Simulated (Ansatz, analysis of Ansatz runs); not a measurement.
# N2V- centre in diamond: hyperfine coupling, HSE06 on PBE structures, part 2 of 2

How near does this set-up come to the measured hyperfine coupling? Subject: N2V- centre in diamond. Set-up: HSE06 on PBE structures, 64-site cell, PBE lattice, 420 eV, k: 2x2x2 shifted 0.5 0.5 0.5 then the zone centre alone. The model is a cell of 64 host atoms with 1 site emptied, N put on another atom's site and N put on another atom's site. The isotropic coupling follows from the spin density at the nucleus, the nuclear g-factor and the total spin. Exact exchange opens the gap, stiffens bonds and lessens the self-interaction error, at many times the cost.

Ansatz 0.2.0; HSE06 on PBE structures, 64-site cell, PBE lattice, 420 eV, k: 2x2x2 shifted 0.5 0.5 0.5 then the zone centre alone.

So far: The structure; Relaxation, charge −1.

### 3. Contact spin densities

The relaxed structure is kept, and the final numbers are taken at the final level and k-points.

This step: plane-wave PAW DFT, HSE06; single point of a defect supercell on the structure relaxed with PBE.

point/input.yaml

```yaml
crystal:
  lattice:
    - [7.14316351, 0.0, 0.0]
    - [0.0, 7.14316351, 0.0]
    - [0.0, 0.0, 7.14316351]
  atoms:
    - { symbol: C, position: [-0.001377386, -0.001434399, 0.249767386] }
    - { symbol: C, position: [-0.001375066, 0.249941489, -0.00160992] }
    - { symbol: C, position: [0.249876727, -0.001308416, -0.001484175] }
    - { symbol: "N", position: [0.239124642, 0.239362896, 0.239172633] }
    - { symbol: C, position: [0.125675306, 0.12596592, 0.369036123] }
    - { symbol: C, position: [0.125677252, 0.36921974, 0.125791983] }
    - { symbol: C, position: [0.369561169, 0.125657799, 0.12548586] }
    - { symbol: C, position: [-0.000175131, 0.000757066, 0.749066065] }
    - { symbol: C, position: [0.002506835, 0.252607143, 0.497212395] }
    - { symbol: C, position: [0.251153737, 0.002744116, 0.497540386] }
    - { symbol: C, position: [0.251149726, 0.252280563, 0.747086328] }
    - { symbol: C, position: [0.124836021, 0.125780714, 0.872983371] }
    - { symbol: C, position: [0.125682051, 0.38078775, 0.623856904] }
    - { symbol: C, position: [0.377122108, 0.129178527, 0.620644252] }
    - { symbol: C, position: [0.374930989, 0.374998343, 0.874822561] }
    - { symbol: C, position: [0.002497409, 0.497390199, 0.252430939] }
    - { symbol: C, position: [-0.000174212, 0.749241396, 0.000584163] }
    - { symbol: C, position: [0.251148459, 0.497716087, 0.00256391] }
    - { symbol: C, position: [0.251151118, 0.747255385, 0.252110197] }
    - { symbol: C, position: [0.125681098, 0.624029756, 0.380614545] }
    - { symbol: C, position: [0.12483582, 0.873162389, 0.125611294] }
    - { symbol: C, position: [0.377114013, 0.620812066, 0.129006739] }
    - { symbol: C, position: [0.374927126, 0.874999392, 0.374825979] }
    - { symbol: C, position: [-0.001369563, 0.500052803, 0.751256011] }
    - { symbol: C, position: [-0.001372866, 0.751428671, 0.499879508] }
    - { symbol: "N", position: [0.23915839, 0.51063859, 0.510473446] }
    - { symbol: C, position: [0.249871476, 0.751310341, 0.751133746] }
    - { symbol: C, position: [0.124827693, 0.624217108, 0.876663346] }
    - { symbol: C, position: [0.124832394, 0.87683703, 0.624040378] }
    - { symbol: C, position: [0.36955661, 0.624343476, 0.624172296] }
    - { symbol: C, position: [0.374804888, 0.875001555, 0.874824995] }
    - { symbol: C, position: [0.49811785, 0.001887844, 0.250906069] }
[... 23 lines left out ...]
    - { symbol: C, position: [0.498116969, 0.49892265, 0.747938439] }
    - { symbol: C, position: [0.498109869, 0.748111659, 0.498742309] }
    - { symbol: C, position: [0.749512735, 0.500164855, 0.499990214] }
    - { symbol: C, position: [0.748837615, 0.749939452, 0.749766377] }
    - { symbol: C, position: [0.623701808, 0.624729674, 0.874360091] }
    - { symbol: C, position: [0.623703922, 0.874536538, 0.624557574] }
    - { symbol: C, position: [0.87402821, 0.625284808, 0.625107106] }
    - { symbol: C, position: [0.874334145, 0.874999604, 0.874824946] }
total_charge: -1
basis:
  ecutwfc: 420
  xc_grid: 2
hamiltonian:
  xc: hse06
kpoints:
  mp_grid: { grid: [1, 1, 1] }
magnetization:
  spin_polarized: true
  initial_magnetization: 1
  spin_locking: { lock_magnetization: hard }
scf:
  occupations: { method: fermi_dirac, width: 0.01 }
  max_iter: 120
output:
  forces: true
  efg: {}
  eigenvalues: true
checkpoint:
  read: "../relax.run"
```

The run is started by

```sh
> ansatz run input.yaml --threads 2 --pin off --max-ram 3768MiB --backend cpu --events-out ev --progress --plain --runs-dir out
```

Numbers of over 12 decimals in the logs are rounded to 6 here.

Output:

```text
[...]
Warning: at least one further symmetry operation maps every atom of the structure, as the run holds it, onto an atom to within 2.18e-5 (fractional), and is not used: no operation is sought that the atoms, as the run holds them, miss by more than 2.00e-5, [...]
Warning: checkpoint.read: hamiltonian.xc differs: saved pbe, current hse06; the SCF iterates under this deck's functional from the saved state
exact exchange: scf.exx.singularity resolves to wigner_seitz, which cuts the screened interaction at the faces of the exchange supercell's Wigner-Seitz cell, so that each pair interacts once, at the shortest of its separations (the periodic images that this [...]
[...]
Crystal: 63 atoms, lattice volume = 364.478 Å³
Basis set: ecut = 420 eV, 7123 PW (Γ), exchange–correlation on 96×96×96 points (8 copies of the dense FFT grid, shifted against one another)
[...]
atom   9  C  V_zz =    -0.385576   η = 0.1537   by run symmetry: allowed
[...]
atom  13  C  V_zz =    +1.660553   η = 0.1166   by run symmetry: allowed
[...]
atom  16  C  V_zz =    -0.385748   η = 0.1555   by run symmetry: allowed
[...]
atom  20  C  V_zz =    +1.661074   η = 0.1166   by run symmetry: allowed
[...]
atom  26  N  V_zz =   -14.734531   η = 0.0103   by run symmetry: allowed
[...]
atom  41  C  V_zz =    -3.467238   η = 0.1075   by run symmetry: allowed
[...]
atom  48  C  V_zz =    -3.466667   η = 0.1075   by run symmetry: allowed
[...]
--- Band table (eV) ---
[...]
[key lines of the parts left out:]
Magnetization: 1.0000 μB (128.0000 up, 127.0000 down)
Free energy (F): -16045.665268 eV
Fermi energy:    15.532323 (↑ 16.076160, ↓ 15.512555) eV
```

The job ended after 61 s (2 threads of Intel Xeon 6975P-C (Granite Rapids), shared host; peak memory 1.2 GiB).

Read from the output:

| Property | Result |
| --- | --- |
| free energy | -16045.6653 eV |
| total moment | 1 μB |
| integral of the absolute spin density | 1.251 μB |
| spin contamination | 0.01120 |

The largest moments in the atoms' spheres: C48 0.20, C41 0.20, C49 0.02, C40 0.02, C51 0.01, C43 0.01 μB.

Isotropic hyperfine couplings from the contact spin densities (Fermi contact term with core polarisation, no dipolar part), the largest:

```tsv
atom	isotope	distance from the centre (Å)	contact spin density (e/Å³)	A (MHz)
C41	13C	1.63	1.34	222.8
C48	13C	1.63	1.34	222.7
C51	13C	3.90	0.147	24.5
C43	13C	3.90	0.147	24.5
C50	13C	3.90	0.147	24.5
C42	13C	3.90	0.147	24.5
C49	13C	3.89	0.128	21.3
C40	13C	3.89	0.127	21.2
C52	13C	2.51	-0.101	-16.8
C37	13C	2.51	-0.101	-16.8
```

### 4. Summary of results

```
15N, isotropic                                    : 7.5 MHz
13C, the two neighbours of the vacancy, isotropic : 222.8 MHz
integral of the absolute spin density             : 1.25 μB
time of the whole chain                           : 2.3 min on 2 threads
```

In words: 15N, isotropic: computed 7.5 MHz, measured 4.02 MHz; 3.5 MHz (87 %) above the measurement. 13C, the two neighbours of the vacancy, isotropic: computed 222.8 MHz, measured 240.7 MHz; 17.9 MHz (7 %) below the measurement. Only the isotropic (Fermi contact) part is computed, with core polarisation; no vibrational averaging. Limits: the zone centre alone is a coarse sampling for this cell; the structure comes from another functional than the final numbers; the periodic copies of the defect are only 7.1 Å apart.

[Logs are printed without paths, hosts, clocks, repeated set-up lines and the standing remarks that a program may print on its own settings, such as how far it seeks lower states.]

[Hosts, paths, dates, database ids (printed as entryN), source tags and the programs' standing remarks are cut or masked in the printed files.]

[For some hosts the program warned that the k-mesh of the response run may be too coarse for force constants and the static dielectric constant; such warnings are not shown here.]
